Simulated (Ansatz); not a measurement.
# Memory against size: Σ11 (332)[1-10] symmetric tilt boundary in Li (160 atoms) repeated, support functions

The cell holds 160 atoms: 160 Li. Its edges and angles: a = 9.928 Å, b = 11.641 Å, c = 33.127 Å, α = 90.0°, β = 90.0°, γ = 90.0°. It derives from Li (bcc). Bcc Li (a = 3.51 Å); two grains mirrored in (332), tilt axis [1-10], misorientation 129.52 deg; 2 x 2 boundary periods, 1 lattice periods a grain, two boundaries a cell, upper grain shifted by [0.214, 0.403] of the boundary cell and opened by 0.1 Å, one atom of each pair nearer than 2.493 Å removed; not relaxed, displaced by a Gaussian of 0.02 Å. Regions: lower grain, 88 atoms (88 Li); upper grain, 72 atoms (72 Li).

Calculated with Ansatz 0.2.0: Kohn-Sham DFT, revPBE, PAW (set soft_2), localised support functions (medium); the typed cell is repeated and solved at Γ on 1 × NVIDIA H100 80GB HBM3 with 6 threads of AMD EPYC 7R13 (Zen 3), shared host.

```
atoms  memory planned on the GPU (GiB)  repeats  SCF cycles
  160                              4.9    1×1×1          14
  320                              7.8    2×1×1          15
  640                             13.5    2×2×1          14
 1440                             26.5    3×3×1          16
 2560                                ?        ?           ?
```

**Question.** Fit a power law of the atom count to the rows given and extrapolate to the withheld row.

**Working.**

A power law y = A x^b is a line in u = ln x and v = ln y.

```
u = ln x  v = ln y
 5.07517   1.58924
 5.76832   2.05412
 6.46147   2.60269
 7.27240   3.27714
```

With n = 4: mean u = 6.14434, mean v = 2.38080, Σ(u − ū)² = 2.6576, Σ(u − ū)(v − v̄) = 2.0506. Slope b = 2.0506 / 2.6576 = 0.77162; intercept a = v̄ − b ū = -2.3603.

At the withheld row u = 7.848, v = a + b u = 3.695, and y = exp(v).

Prediction at 2560: 40.25 GiB. The run gave 48.9 GiB, so the fit is low by 8.6 GiB (18 % of the value).

The fitted exponent is 0.77. Between neighbouring rows, the withheld one included, the exponents are 0.67, 0.79, 0.83 and 1.1, so one power law doesn't hold over the range. Among the rows given, the largest relative miss of the fit is at 320, by 0.29 GiB (3.7 %).

Limits: One run a row. Whether the card's size bounds the plan at the largest cells wasn't tested.

[Logs are printed without paths, hosts, clocks, repeated set-up lines and the standing remarks that a program may print on its own settings, such as how far it seeks lower states.]

[Hosts, paths, dates, database ids (printed as entryN), source tags and the programs' standing remarks are cut or masked in the printed files.]
